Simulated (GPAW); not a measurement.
# MnSi15 (Si32 Mn2 d2p35): which magnetic order is lowest, part 2 of 2

A self-consistent run ends on one state, which hangs on the start. Several orders of MnSi15 (Si32 Mn2 d2p35) are started in GPAW and their energies compared.

GPAW 26.7.0; PBE; plane waves with GPAW's PAW setups, scalar-relativistic.

So far. Step 2 (Run 1 (ferro ++)): After 41 cycles the largest moment stands at 2.68 μB.

## (3) Order 2, typed as antiferro +-

Another pattern of signs weighs the neighbour shells otherwise.

File order2.py:

```python
import json
import numpy as np
from ase import Atoms
from ase.parallel import paropen, parprint
from gpaw import GPAW

atoms = Atoms(['Mn', 'Mn', 'Si', 'Si', 'Si', 'Si', 'Si', 'Si', 'Si', 'Si', 'Si', 'Si', 'Si', 'Si', 'Si', 'Si', 'Si', 'Si', 'Si', 'Si', 'Si', 'Si', 'Si', 'Si', 'Si', 'Si', 'Si', 'Si', 'Si', 'Si', 'Si', 'Si'],
    cell=[[10.862, 0.0, 0.0],
         [0.0, 10.862, 0.0],
         [0.0, 0.0, 5.431]],
    scaled_positions=[[0.0, 0.0, 0.0],
         [0.125, 0.125, 0.25],
         [0.0, 0.25, 0.5],
         [0.125, 0.375, 0.75],
         [0.25, 0.0, 0.5],
         [0.375, 0.125, 0.75],
         [0.25, 0.25, 0.0],
         [0.375, 0.375, 0.25],
         [0.0, 0.5, 0.0],
         [0.125, 0.625, 0.25],
         [0.0, 0.75, 0.5],
         [0.125, 0.875, 0.75],
         [0.25, 0.5, 0.5],
         [0.375, 0.625, 0.75],
         [0.25, 0.75, 0.0],
         [0.375, 0.875, 0.25],
         [0.5, 0.0, 0.0],
         [0.625, 0.125, 0.25],
         [0.5, 0.25, 0.5],
         [0.625, 0.375, 0.75],
         [0.75, 0.0, 0.5],
         [0.875, 0.125, 0.75],
         [0.75, 0.25, 0.0],
         [0.875, 0.375, 0.25],
         [0.5, 0.5, 0.0],
         [0.625, 0.625, 0.25],
         [0.5, 0.75, 0.5],
         [0.625, 0.875, 0.75],
         [0.75, 0.5, 0.5],
         [0.875, 0.625, 0.75],
         [0.75, 0.75, 0.0],
         [0.875, 0.875, 0.25]],
    pbc=True,
    magmoms=[4.5, -4.5, 0.0, 0.0, 0.0, 0.0, 0.0, 0.0, 0.0, 0.0, 0.0, 0.0, 0.0, 0.0, 0.0, 0.0, 0.0, 0.0, 0.0, 0.0, 0.0, 0.0, 0.0, 0.0, 0.0, 0.0, 0.0, 0.0, 0.0, 0.0, 0.0, 0.0])
atoms.calc = GPAW(mode={'name': 'pw', 'ecut': 450},
    xc='PBE',
    kpts={'size': (3, 3, 5), 'gamma': True},
    occupations={'name': 'fermi-dirac', 'width': 0.05},
    convergence={'density': 1e-05, 'energy': 1e-05},
    maxiter=200,
    mixer={'name': 'pulay', 'beta': 0.05, 'nmaxold': 6, 'weight': 50},
    symmetry={'tolerance': 1e-4},
    txt='order2.txt')
e = atoms.get_potential_energy(force_consistent=True)
res = {'free_energy': e, 'energy_sigma0': atoms.get_potential_energy(), 'fermi_energy': atoms.calc.get_fermi_level()}
res['moments'] = atoms.get_magnetic_moments().tolist()
res['total'] = atoms.get_magnetic_moment()
parprint('site moments (muB):', np.round(res['moments'], 3))
parprint(f"total moment: {res['total']:.3f} muB")
parprint(f'free energy: {e:.6f} eV')
atoms.calc.write('order2.gpw')
with paropen('results.json', 'w') as f:
    json.dump(res, f)
```

Run with:

```bash
$ OMP_NUM_THREADS=1 mpirun -n 4 gpaw python order2.py > order2.log
```

Numbers of over 12 decimals in the logs are rounded to 6 here.

The log of the run:

```text
site moments (muB): [ 2.779e+00 -2.779e+00  4.800e-02 -4.000e-03  4.800e-02 -4.000e-03
  4.600e-02 -3.000e-03  2.000e-03 -2.000e-03  4.000e-03 -4.800e-02
 -0.000e+00 -2.000e-03  4.000e-03 -4.000e-03  2.000e-03 -2.000e-03
 -0.000e+00 -2.000e-03  4.000e-03 -4.800e-02  4.000e-03 -4.000e-03
  2.000e-03 -2.000e-03  2.000e-03  0.000e+00  2.000e-03  0.000e+00
  3.000e-03 -4.600e-02]
total moment: -0.000 muB
free energy: -177.297056 eV

--- order2.txt ---
Input parameters:
  mode=PW(ecut=450),
  convergence={'density': 1e-05, 'energy': 1e-05},
  kpts=MonkhorstPack(size=(3, 3, 5), gamma=True),
  maxiter=200,
  mixer=Pulay(name='pulay', nmaxold=6, beta=0.05, weight=50, sigma=0.015, g_ss=None),
  occupations=Occupations(name='fermi-dirac', width=0.05),
  symmetry=Symmetry(tolerance=0.0001),
  xc=XC(name='PBE')

Diagonalizing LCAO Hamiltonian
Converting LCAO to pw mode
        .--------------------------.
       /|                          |
      / |                          |
     /  |  Si           Si         |
    /   |      Si            Si    |
   /  Si|           Si             |
  /    Si        Si  Si        Si  |
 *      .--Si------------Si--------.
 |     / Si Si        Si Si       /
 | Si /      Si Si         Si    /
 |   Si Si    Si  Si Si    Si   /
 |  /Mn            Si          /
 | /     Si            Si     /
 |/                          /
 Mn------------Si-----------*

Atoms  # Å, Bohr magnetons
|    | symbol |        x |        y |        z |    initial magnetic moments |
|----|--------|----------|----------|----------|-----------------------------|
|  0 |     Mn | 0.000000 | 0.000000 | 0.000000 | ( 0.0000,  0.0000,  4.5000) |
|  1 |     Mn | 1.357750 | 1.357750 | 1.357750 | ( 0.0000,  0.0000, -4.5000) |
|  2 |     Si | 0.000000 | 2.715500 | 2.715500 | ( 0.0000,  0.0000,  0.0000) |
|  3 |     Si | 1.357750 | 4.073250 | 4.073250 | ( 0.0000,  0.0000,  0.0000) |
|  4 |     Si | 2.715500 | 0.000000 | 2.715500 | ( 0.0000,  0.0000,  0.0000) |
|  5 |     Si | 4.073250 | 1.357750 | 4.073250 | ( 0.0000,  0.0000,  0.0000) |
|  6 |     Si | 2.715500 | 2.715500 | 0.000000 | ( 0.0000,  0.0000,  0.0000) |
|  7 |     Si | 4.073250 | 4.073250 | 1.357750 | ( 0.0000,  0.0000,  0.0000) |
|  8 |     Si | 0.000000 | 5.431000 | 0.000000 | ( 0.0000,  0.0000,  0.0000) |
|  9 |     Si | 1.357750 | 6.788750 | 1.357750 | ( 0.0000,  0.0000,  0.0000) |
| 10 |     Si | 0.000000 | 8.146500 | 2.715500 | ( 0.0000,  0.0000,  0.0000) |
| 11 |     Si | 1.357750 | 9.504250 | 4.073250 | ( 0.0000,  0.0000,  0.0000) |
| 12 |     Si | 2.715500 | 5.431000 | 2.715500 | ( 0.0000,  0.0000,  0.0000) |
| 13 |     Si | 4.073250 | 6.788750 | 4.073250 | ( 0.0000,  0.0000,  0.0000) |
[...]
| 24 |     Si | 5.431000 | 5.431000 | 0.000000 | ( 0.0000,  0.0000,  0.0000) |
| 25 |     Si | 6.788750 | 6.788750 | 1.357750 | ( 0.0000,  0.0000,  0.0000) |
| 26 |     Si | 5.431000 | 8.146500 | 2.715500 | ( 0.0000,  0.0000,  0.0000) |
| 27 |     Si | 6.788750 | 9.504250 | 4.073250 | ( 0.0000,  0.0000,  0.0000) |
| 28 |     Si | 8.146500 | 5.431000 | 2.715500 | ( 0.0000,  0.0000,  0.0000) |
| 29 |     Si | 9.504250 | 6.788750 | 4.073250 | ( 0.0000,  0.0000,  0.0000) |
| 30 |     Si | 8.146500 | 8.146500 | 0.000000 | ( 0.0000,  0.0000,  0.0000) |
| 31 |     Si | 9.504250 | 9.504250 | 1.357750 | ( 0.0000,  0.0000,  0.0000) |

Unit cell  # Å
| periodic |         x |         y |        z |   lengths |    angles |
|----------|-----------|-----------|----------|-----------|-----------|
|      yes | 10.862000 |  0.000000 | 0.000000 | 10.862000 | 90.000000 |
|      yes |  0.000000 | 10.862000 | 0.000000 | 10.862000 | 90.000000 |
|      yes |  0.000000 |  0.000000 | 5.431000 |  5.431000 | 90.000000 |

Number of symmetries: 2

BZ-sampling:
  Number of BZ points: 45
  Number of IBZ points: 16

  Monkhorst-Pack size: [3, 3, 5]
  Monkhorst-Pack shift: [0, 0, 0]

Plane wave coefficients: 13930
Cutoff: 450.000000 eV

Spin-components: 2 (collinear spins)
Bands:           94
Projectors:      162
Spin-degeneracy: 1
Datatype:        complex128

Parallelization:
  kpt:    4
  domain: 1
  band:   1

Density:
  Valence electrons: 150.0
  Components: 2
  Grid points: [54 54 27]
  Charge: 0.0  # |e|

Potential:
  Grid points: [54 54 27]

[... setups left out ...]
Reference energy: -299618.503652  # eV

eigensolver:
  PPCG
  Converge bands: occupied
  niter=2

density mixing:
  Pulay-Mixer
  Linear mixing parameters: 0.05
  Old densities: 6
  Fourier metric: weight=50, sigma=0.015

occupation numbers:
  Fermi-Dirac:
    width: 0.0500  # eV

poisson solver:
  ecut: 3600.000000  # eV

xc functional:
  name: PBE with 2 nearest neighbor stencil

convergence criteria:
- Maximum integral of absolute [dens]ity change: 1e-05 electrons / valence electron
- Maximum [total energy] change in last 3 cyles: 1e-05 eV / valence electron
- Maximum integral of absolute [eigenst]ate change: 4e-08 eV^2 / valence electron
maximum number of iterations: 200

SCF iterations
|iter     |      energy | eigst |  dens |  magmom |
|---------|-------------|-------|-------|---------|
|iter:   1|       0s | -177.780251 | +0.29 |       |  -0.0000|
|iter:   2|      26s | -177.802119 | -1.02 | -0.83 |  -0.0000|
|iter:   3|      51s | -177.591725 | -2.12 | -0.87 |  -0.0000|
|iter:   4|      76s | -177.293174 | -1.08 | -0.90 |  -0.0000|
|iter:   5|     100s | -177.130555 | -2.26 | -1.59 |  -0.0000|
|iter:   6|     125s | -177.197113 | -2.68 | -1.58 |  -0.0000|
|iter:   7|     150s | -177.194531 | -2.60 | -1.71 |  -0.0000|
|iter:   8|     174s | -177.246306 | -2.77 | -1.85 |  -0.0000|
|iter:   9|     199s | -177.241581 | -3.21 | -2.01 |  -0.0000|
|iter:  10|     223s | -177.254894 | -3.66 | -2.25 |  -0.0000|
[... 16 iterations left out ...]
|iter:  27|     624s | -177.262216c| -7.57c| -4.33 |  -0.0000|
|iter:  28|     636s | -177.262215c| -7.68c| -4.54 |  -0.0000|
|iter:  29|     648s | -177.262215c| -7.63c| -4.60 |  -0.0000|
|iter:  30|     661s | -177.262215c| -7.98c| -4.80 |  -0.0000|
|iter:  31|     674s | -177.262215c| -8.25c| -4.90 |  -0.0000|
|iter:  32|     686s | -177.262215c| -8.72c| -4.93 |  -0.0000|
|iter:  33|     698s | -177.262215c| -8.83c| -4.96 |  -0.0000|
|iter:  34|     710s | -177.262215c| -9.28c| -4.98 |  -0.0000|
|iter:  35|     722s | -177.262215c| -9.28c| -5.00 |  -0.0000|
|iter:  36|     734s | -177.262214c| -8.49c| -5.02c|  -0.0000|

Converged in 36 steps
Energy contributions relative to reference atoms: (reference = -299618.503652)

Energy contributions:
  Kinetic:         236.602160
  Coulomb:        -207.368343
  Zero:              0.017176
  External:          0.000000
  Xc:             -206.478364
  Entropy:          -0.069684
  Spinorbit:         0.000000
  ----------------------------
  Free energy:    -177.297056
  Extrapolated:   -177.262214

dipole moment: (-95.396137, -95.396137, -94.906330)  # |e|*Ang

Total magnetic moment: (0.000000, 0.000000, -0.000001)

Local magnetic moments
|        x |        y |         z |
|----------|----------|-----------|
| 0.000000 | 0.000000 |  2.778508 |  # Mn   0
| 0.000000 | 0.000000 | -2.778509 |  # Mn   1
| 0.000000 | 0.000000 |  0.048231 |  # Si   2
| 0.000000 | 0.000000 | -0.004470 |  # Si   3
| 0.000000 | 0.000000 |  0.048231 |  # Si   4
| 0.000000 | 0.000000 | -0.004470 |  # Si   5
| 0.000000 | 0.000000 |  0.046178 |  # Si   6
| 0.000000 | 0.000000 | -0.002974 |  # Si   7
| 0.000000 | 0.000000 |  0.001792 |  # Si   8
| 0.000000 | 0.000000 | -0.001792 |  # Si   9
| 0.000000 | 0.000000 |  0.004470 |  # Si  10
| 0.000000 | 0.000000 | -0.048231 |  # Si  11
[...]
| 0.000000 | 0.000000 |  0.001974 |  # Si  24
| 0.000000 | 0.000000 | -0.001974 |  # Si  25
| 0.000000 | 0.000000 |  0.001623 |  # Si  26
| 0.000000 | 0.000000 |  0.000245 |  # Si  27
| 0.000000 | 0.000000 |  0.001623 |  # Si  28
| 0.000000 | 0.000000 |  0.000245 |  # Si  29
| 0.000000 | 0.000000 |  0.002974 |  # Si  30
| 0.000000 | 0.000000 | -0.046178 |  # Si  31

Fermi level: 5.172
Eigenvalues  # (at kpt = [0.000, 0.000, 0.000])
| band index |      eig [eV] | occ [0-1] |      eig [eV] | occ [0-1] |
|------------|---------------|-----------|---------------|-----------|
|          0 |       -75.347 |     1.000 |       -75.347 |     1.000 |
|        ... |               |           |               |           |
|         66 |         3.620 |     1.000 |         3.620 |     1.000 |
|         67 |         3.645 |     1.000 |         3.645 |     1.000 |
|         68 |         3.971 |     1.000 |         3.971 |     1.000 |
|         69 |         3.984 |     1.000 |         3.984 |     1.000 |
|         70 |         4.055 |     1.000 |         4.055 |     1.000 |
|         71 |         4.553 |     1.000 |         4.553 |     1.000 |
|         72 |         4.622 |     1.000 |         4.622 |     1.000 |
|         73 |         4.884 |     0.997 |         4.884 |     0.997 |
|         74 |         5.312 |     0.058 |         5.312 |     0.058 |
|         75 |         5.348 |     0.029 |         5.348 |     0.029 |
|         76 |         5.524 |     0.001 |         5.524 |     0.001 |
|         77 |         5.699 |     0.000 |         5.699 |     0.000 |
|         78 |         5.760 |     0.000 |         5.760 |     0.000 |
|         79 |         6.127 |     0.000 |         6.127 |     0.000 |
|         80 |         6.139 |     0.000 |         6.139 |     0.000 |
|         81 |         6.186 |     0.000 |         6.186 |     0.000 |
|        ... |               |           |               |           |
|         93 |         8.102 |     0.000 |         8.102 |     0.000 |

No gap
No difference between direct/indirect transitions
```

The job ended after 13 min (4 MPI ranks of Arm Neoverse V2, shared host; peak memory 2.4 GiB).

Spin moment in the augmentation sphere by element, in μB:

| element | atoms | mean | spread (r.m.s.) | least | largest |
| --- | --- | --- | --- | --- | --- |
| Mn | 2 | 0.00 | 2.78 | -2.78 | 2.78 |
| Si | 30 | 0.00 | 0.02 | -0.05 | 0.05 |

The atoms farthest from the mean of their element:

| atom | x, y, z (Å) | spin moment in the augmentation sphere (μB) |
| --- | --- | --- |
| Mn1 | 0.00, 0.00, 0.00 | 2.78 |
| Mn2 | 1.36, 1.36, 1.36 | -2.78 |
| Si3 | 0.00, 2.72, 2.72 | 0.05 |
| Si5 | 2.72, 0.00, 2.72 | 0.05 |
| Si12 | 1.36, 9.50, 4.07 | -0.05 |
| Si22 | 9.50, 1.36, 4.07 | -0.05 |
| Si32 | 9.50, 9.50, 1.36 | -0.05 |
| Si7 | 2.72, 2.72, 0.00 | 0.05 |

This step gave:

```yaml
magnetization: 0 μB
final_state: antiferromagnetic
```

It lies 286 meV a seeded atom under the first start, and its largest moment is 2.78 μB against 2.68 μB.

## (4) Energies of the orders

These are free energies at a smearing of 0.05 eV, so its entropy term is in the differences. They are divided by the number of seeded atoms, so that cells of unlike size compare.

Orders:

| start | final state | typed order kept | energy over the lowest (meV a seeded atom) | largest site moment (μB) | net moment (μB a primitive cell) | mesh matched | CPU time (s) |
| --- | --- | --- | --- | --- | --- | --- | --- |
| ferro ++ | ferromagnetic | yes | 286.3 | 2.677 | 5.845 | yes | 3877 |
| antiferro +- | antiferromagnetic | yes | 0 | 2.779 | 0 | yes | 3086 |

## (5) Summary of results

```yaml
lowest_state_found: antiferromagnetic (typed antiferro +-)
largest_site_moment: 2.78 μB
next_state: ferromagnetic, 286 meV a seeded atom higher
```

In words: The lowest state found is antiferromagnetic, reached from the start antiferro +-, with moments up to 2.78 μB. The next state costs 286 meV a seeded atom. Only 2 starts are shown; other collinear patterns, canted and longer-period orders are not.

[Logs and program files are shortened in this print: banners, set-up blocks, solver, clock and traceback lines can be left out without a mark of their own.]

[Logs are printed without paths, hosts, clocks, repeated set-up lines and the standing remarks that a program may print on its own settings, such as how far it seeks lower states.]

[Hosts, paths, dates, database ids (printed as entryN), source tags and the programs' standing remarks are cut or masked in the printed files.]

[Where a cell is said to come from a database of computed structures, the database is the Materials Project.]
